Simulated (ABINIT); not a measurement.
# Li3Ta (Fm-3m): zone-centre phonons, part 4 of 4

Which modes does Li3Ta (Fm-3m) have at the zone centre?

ABINIT 10.8.3; DFT PBE, scalar-relativistic, plane waves, PseudoDojo norm-conserving pseudopotentials.

So far. Step 7 (Zone-centre response): The acoustic modes at Γ come out as far as 1.9 cm⁻¹ from zero, where they should vanish, a small numerical error. Step 8 (Modes with the sum rule): The rule moves no optical mode by more than 0.1 cm⁻¹. The relaxed cell has a = 6.312 Å (conventional setting).

The structure was built from a prototype and need not be the compound's stable phase.

### Step 9. Sum rules set otherwise (asr 0)

Without the rule the raw error of the acoustic modes shows.

Input file anaddb.abi:

```
ddb_filepath "gamma_DDB"
output_file "anaddb.abo"
outdata_prefix "anaddb"
asr 0
chneut 0
enunit 2
eivec 1
nph1l 1
qph1l 0.0 0.0 0.0 1.0
```

Input file mrgddb.in:

```
gamma_DDB
merged
2
dfpt_gammao_DDB
gso_DDB
```

Started as:

```bash
$ mrgddb < mrgddb.in > mrgddb.log
$ OMP_NUM_THREADS=1 anaddb anaddb.abi > anaddb.log
```

anaddb.abo, the main output file:

```text
-outvars_anaddb: echo values of input variables ----------------------

 Miscellaneous information :
      enunit         2
       eivec         1
      chneut         0
 First list of wavevector (reduced coord.) :
       nph1l         1
       qph1l
                     0.00000000E+00  0.00000000E+00  0.00000000E+00    1.000E+00

================================================================================

 read the DDB information and perform some checks

  ==== Info on the Cryst% object ====
 Real(R)+Recip(G) space primitive vectors, cartesian coordinates (Bohr,Bohr^-1):
 R(1)= -5.9642569  0.0000000  5.9642569  G(1)= -0.0838327 -0.0838327  0.0838327
 R(2)=  0.0000000  5.9642569  5.9642569  G(2)=  0.0838327  0.0838327  0.0838327
 R(3)= -5.9642569  5.9642569  0.0000000  G(3)= -0.0838327  0.0838327 -0.0838327
 Unit cell volume ucvol=  4.2432539E+02 bohr^3
 Angles (23,13,12)=  6.00000000E+01  6.00000000E+01  6.00000000E+01 degrees
 Time-reversal symmetry is present
 Reduced atomic positions [iatom, xred, symbol]:
    1)    0.0000000  0.0000000  0.0000000  Ta
    2)    0.5000000  0.5000000  0.5000000  Li
    3)    0.7500000  0.7500000  0.7500000  Li
    4)    0.2500000  0.2500000  0.2500000  Li

 DDB file with 3 blocks has been read.

================================================================================

 Treat the first list of vectors

  Phonon wavevector (reduced coordinates) :  0.00000  0.00000  0.00000
 Phonon energies in Hartree :
   8.696603E-06  8.696604E-06  8.696604E-06  1.339509E-03  1.339509E-03
   1.339509E-03  1.795827E-03  1.795827E-03  1.795827E-03  2.005575E-03
   2.005575E-03  2.005575E-03
 Phonon energies in meV     :
-  2.366466E-01  2.366466E-01  2.366467E-01  3.644991E+01  3.644991E+01
-  3.644991E+01  4.886693E+01  4.886693E+01  4.886693E+01  5.457448E+01
-  5.457448E+01  5.457448E+01
 Phonon frequencies in cm-1    :
-  1.908684E+00  1.908684E+00  1.908684E+00  2.939883E+02  2.939883E+02
-  2.939883E+02  3.941384E+02  3.941384E+02  3.941384E+02  4.401729E+02
-  4.401729E+02  4.401729E+02
 Phonon frequencies in Thz     :
-  5.722090E-02  5.722090E-02  5.722091E-02  8.813548E+00  8.813548E+00
-  8.813548E+00  1.181597E+01  1.181597E+01  1.181597E+01  1.319605E+01
-  1.319605E+01  1.319605E+01
 Phonon energies in Kelvin  :
-  2.746170E+00  2.746170E+00  2.746170E+00  4.229836E+02  4.229836E+02
-  4.229836E+02  5.670772E+02  5.670772E+02  5.670772E+02  6.333105E+02
-  6.333105E+02  6.333105E+02

 Eigendisplacements
 (will be given, for each mode : in cartesian coordinates
   for each atom the real part of the displacement vector,
   then the imaginary part of the displacement vector - absolute values smaller than 1.0d-7 are set to zero)
  Mode number    1   Energy    8.696603E-06
 Attention : low frequency mode.
   (Could be unstable or acoustic mode)
-  1  0.00000000E+00  0.00000000E+00  1.64893589E-03
-     0.00000000E+00  0.00000000E+00  0.00000000E+00
-  2  0.00000000E+00  0.00000000E+00  1.64893271E-03
-     0.00000000E+00  0.00000000E+00  0.00000000E+00
-  3  0.00000000E+00  0.00000000E+00  1.64821510E-03
-     0.00000000E+00  0.00000000E+00  0.00000000E+00
-  4  0.00000000E+00  0.00000000E+00  1.64821510E-03
-     0.00000000E+00  0.00000000E+00  0.00000000E+00
  Mode number    2   Energy    8.696604E-06
 Attention : low frequency mode.
   (Could be unstable or acoustic mode)
-  1  0.00000000E+00 -1.64893589E-03  0.00000000E+00
-     0.00000000E+00  0.00000000E+00  0.00000000E+00
-  2  0.00000000E+00 -1.64893271E-03  0.00000000E+00
-     0.00000000E+00  0.00000000E+00  0.00000000E+00
-  3  0.00000000E+00 -1.64821510E-03  0.00000000E+00
-     0.00000000E+00  0.00000000E+00  0.00000000E+00
-  4  0.00000000E+00 -1.64821510E-03  0.00000000E+00
-     0.00000000E+00  0.00000000E+00  0.00000000E+00
  Mode number    3   Energy    8.696604E-06
 Attention : low frequency mode.
   (Could be unstable or acoustic mode)
-  1  1.64893589E-03  0.00000000E+00  0.00000000E+00
-     0.00000000E+00  0.00000000E+00  0.00000000E+00
-  2  1.64893271E-03  0.00000000E+00  0.00000000E+00
-     0.00000000E+00  0.00000000E+00  0.00000000E+00
-  3  1.64821510E-03  0.00000000E+00  0.00000000E+00
-     0.00000000E+00  0.00000000E+00  0.00000000E+00
-  4  1.64821510E-03  0.00000000E+00  0.00000000E+00
-     0.00000000E+00  0.00000000E+00  0.00000000E+00
  Mode number    4   Energy    1.339509E-03
-  1  0.00000000E+00 -1.00529304E-07 -5.14313032E-04
-     0.00000000E+00  0.00000000E+00  0.00000000E+00
-  2 -2.55569428E-07  1.43100235E-06  7.32108085E-03
-     0.00000000E+00  0.00000000E+00  0.00000000E+00
-  3 -1.06287252E-07  5.95131071E-07  3.04472084E-03
-     0.00000000E+00  0.00000000E+00  0.00000000E+00
-  4 -1.06287252E-07  5.95131071E-07  3.04472084E-03
-     0.00000000E+00  0.00000000E+00  0.00000000E+00
  Mode number    5   Energy    1.339509E-03
-  1  0.00000000E+00  5.14313033E-04 -1.00529240E-07
-     0.00000000E+00  0.00000000E+00  0.00000000E+00
-  2  0.00000000E+00 -7.32108085E-03  1.43100144E-06
-     0.00000000E+00  0.00000000E+00  0.00000000E+00
-  3  0.00000000E+00 -3.04472084E-03  5.95130693E-07
-     0.00000000E+00  0.00000000E+00  0.00000000E+00
-  4  0.00000000E+00 -3.04472084E-03  5.95130693E-07
-     0.00000000E+00  0.00000000E+00  0.00000000E+00
  Mode number    6   Energy    1.339509E-03
-  1  5.14313042E-04  0.00000000E+00  0.00000000E+00
-     0.00000000E+00  0.00000000E+00  0.00000000E+00
-  2 -7.32108099E-03  0.00000000E+00 -2.55574520E-07
-     0.00000000E+00  0.00000000E+00  0.00000000E+00
-  3 -3.04472090E-03  0.00000000E+00 -1.06289369E-07
-     0.00000000E+00  0.00000000E+00  0.00000000E+00
-  4 -3.04472090E-03  0.00000000E+00 -1.06289369E-07
-     0.00000000E+00  0.00000000E+00  0.00000000E+00
  Mode number    7   Energy    1.795827E-03
-  1  0.00000000E+00  0.00000000E+00  0.00000000E+00
-     0.00000000E+00  0.00000000E+00  0.00000000E+00
-  2  0.00000000E+00  0.00000000E+00  0.00000000E+00
-     0.00000000E+00  0.00000000E+00  0.00000000E+00
-  3  8.72764143E-07 -4.85290319E-07 -6.28628293E-03
-     0.00000000E+00  0.00000000E+00  0.00000000E+00
-  4 -8.72764143E-07  4.85290319E-07  6.28628293E-03
-     0.00000000E+00  0.00000000E+00  0.00000000E+00
  Mode number    8   Energy    1.795827E-03
-  1  0.00000000E+00  0.00000000E+00  0.00000000E+00
-     0.00000000E+00  0.00000000E+00  0.00000000E+00
-  2  0.00000000E+00  0.00000000E+00  0.00000000E+00
-     0.00000000E+00  0.00000000E+00  0.00000000E+00
-  3  1.51304320E-07 -6.28628299E-03  4.85311330E-07
-     0.00000000E+00  0.00000000E+00  0.00000000E+00
-  4 -1.51304320E-07  6.28628299E-03 -4.85311330E-07
-     0.00000000E+00  0.00000000E+00  0.00000000E+00
  Mode number    9   Energy    1.795827E-03
-  1  0.00000000E+00  0.00000000E+00  0.00000000E+00
-     0.00000000E+00  0.00000000E+00  0.00000000E+00
-  2  0.00000000E+00  0.00000000E+00  0.00000000E+00
-     0.00000000E+00  0.00000000E+00  0.00000000E+00
-  3  6.28628295E-03  1.51371697E-07  8.72752460E-07
-     0.00000000E+00  0.00000000E+00  0.00000000E+00
-  4 -6.28628295E-03 -1.51371697E-07 -8.72752460E-07
-     0.00000000E+00  0.00000000E+00  0.00000000E+00
  Mode number   10   Energy    2.005575E-03
-  1  0.00000000E+00  0.00000000E+00 -2.19529974E-04
-     0.00000000E+00  0.00000000E+00  0.00000000E+00
-  2  2.87813376E-07 -4.63747174E-07 -4.76628805E-03
-     0.00000000E+00  0.00000000E+00  0.00000000E+00
-  3 -3.16837859E-07  5.10513665E-07  5.24694343E-03
-     0.00000000E+00  0.00000000E+00  0.00000000E+00
-  4 -3.16837859E-07  5.10513665E-07  5.24694343E-03
-     0.00000000E+00  0.00000000E+00  0.00000000E+00
  Mode number   11   Energy    2.005575E-03
-  1  0.00000000E+00  2.19529974E-04  0.00000000E+00
-     0.00000000E+00  0.00000000E+00  0.00000000E+00
-  2  2.14716495E-07  4.76628806E-03 -4.63734208E-07
-     0.00000000E+00  0.00000000E+00  0.00000000E+00
-  3 -2.36369537E-07 -5.24694343E-03  5.10499392E-07
-     0.00000000E+00  0.00000000E+00  0.00000000E+00
-  4 -2.36369537E-07 -5.24694343E-03  5.10499392E-07
-     0.00000000E+00  0.00000000E+00  0.00000000E+00
  Mode number   12   Energy    2.005575E-03
-  1  2.19529975E-04  0.00000000E+00  0.00000000E+00
-     0.00000000E+00  0.00000000E+00  0.00000000E+00
-  2  4.76628807E-03 -2.14688490E-07  2.87834266E-07
-     0.00000000E+00  0.00000000E+00  0.00000000E+00
-  3 -5.24694345E-03  2.36338709E-07 -3.16860856E-07
-     0.00000000E+00  0.00000000E+00  0.00000000E+00
-  4 -5.24694345E-03  2.36338709E-07 -3.16860856E-07
-     0.00000000E+00  0.00000000E+00  0.00000000E+00

 Analysis of degeneracies and characters (maximum tolerance=1.00E-06 a.u.)
 For each vibration mode, or group of modes if degenerate,
 the characters are given for each symmetry operation (see the list in the log file).
 Symmetry characters of vibration mode #   1
       degenerate with vibration modes #   2 to    3
  3.0 -3.0 -1.0  1.0 -1.0  1.0 -1.0  1.0  1.0 -1.0 -1.0  1.0  1.0 -1.0 -1.0  1.0
  0.0 -0.0 -0.0  0.0  0.0 -0.0 -0.0  0.0  1.0 -1.0 -1.0  1.0 -1.0  1.0  1.0 -1.0
  0.0 -0.0  0.0 -0.0 -0.0  0.0 -0.0  0.0  1.0 -1.0  1.0 -1.0 -1.0  1.0 -1.0  1.0
 Symmetry characters of vibration mode #   4
       degenerate with vibration modes #   5 to    6
  3.0 -3.0 -1.0  1.0 -1.0  1.0 -1.0  1.0  1.0 -1.0 -1.0  1.0  1.0 -1.0 -1.0  1.0
 -0.0  0.0  0.0 -0.0 -0.0  0.0  0.0 -0.0  1.0 -1.0 -1.0  1.0 -1.0  1.0  1.0 -1.0
 -0.0  0.0 -0.0  0.0  0.0 -0.0  0.0 -0.0  1.0 -1.0  1.0 -1.0 -1.0  1.0 -1.0  1.0
 Symmetry characters of vibration mode #   7
       degenerate with vibration modes #   8 to    9
  3.0  3.0 -1.0 -1.0 -1.0 -1.0 -1.0 -1.0  1.0  1.0 -1.0 -1.0  1.0  1.0 -1.0 -1.0
  0.0  0.0  0.0  0.0 -0.0 -0.0 -0.0 -0.0  1.0  1.0 -1.0 -1.0 -1.0 -1.0  1.0  1.0
  0.0  0.0 -0.0 -0.0 -0.0 -0.0  0.0  0.0  1.0  1.0  1.0  1.0 -1.0 -1.0 -1.0 -1.0
 Symmetry characters of vibration mode #  10
       degenerate with vibration modes #  11 to   12
  3.0 -3.0 -1.0  1.0 -1.0  1.0 -1.0  1.0  1.0 -1.0 -1.0  1.0  1.0 -1.0 -1.0  1.0
  0.0 -0.0 -0.0  0.0 -0.0  0.0  0.0 -0.0  1.0 -1.0 -1.0  1.0 -1.0  1.0  1.0 -1.0
  0.0 -0.0  0.0 -0.0  0.0 -0.0 -0.0  0.0  1.0 -1.0  1.0 -1.0 -1.0  1.0 -1.0  1.0
-
```

Wall time 0.54 s (1 thread of Arm Neoverse N1, shared host).

Read from the output:

| Item | Value |
| --- | --- |
| highest optical zone-centre mode (no LO-TO term) | 440.2 cm⁻¹ |

Zone-centre frequencies as printed; negative means imaginary. Modes:

| mode | frequency (cm⁻¹) |
| --- | --- |
| 1 | 1.91 |
| 2 | 1.91 |
| 3 | 1.91 |
| 4 | 294 |
| 5 | 294 |
| 6 | 294 |
| 7 | 394.1 |
| 8 | 394.1 |
| 9 | 394.1 |
| 10 | 440.2 |
| 11 | 440.2 |
| 12 | 440.2 |

### Step 10. Results

- space group after relaxation: Fm-3m
- volume per atom: 15.7 Å³
- highest optical zone-centre mode (no LO-TO term): 440.1 cm⁻¹
- lowest optical zone-centre mode: 294.0 cm⁻¹
- imaginary optical modes at the zone centre (no q mesh in this session): none

What this shows: At the PBE level the optical modes of Li3Ta (Fm-3m) at the zone centre run from 294 to 440 cm⁻¹. The base run prints -0.32 GPa, mostly the error of a finite basis; the relaxation, with a smoothed and higher cutoff, had brought the cell to rest. These are harmonic frequencies at zero temperature: anharmonic shifts and linewidths and thermal expansion are left out. Spin-orbit coupling is left out, which can matter for the heavy elements here. In a metal the frequencies hang on the k mesh and the smearing, most of all near Kohn anomalies. The structure is a hypothetical one, built on a prototype.

[Host names and launcher messages were left out of these logs when they were recorded.]

[Logs are printed without paths, hosts, clocks, repeated set-up lines and the standing remarks that a program may print on its own settings, such as how far it seeks lower states.]

[Hosts, paths, dates, database ids (printed as entryN), source tags and the programs' standing remarks are cut or masked in the printed files.]
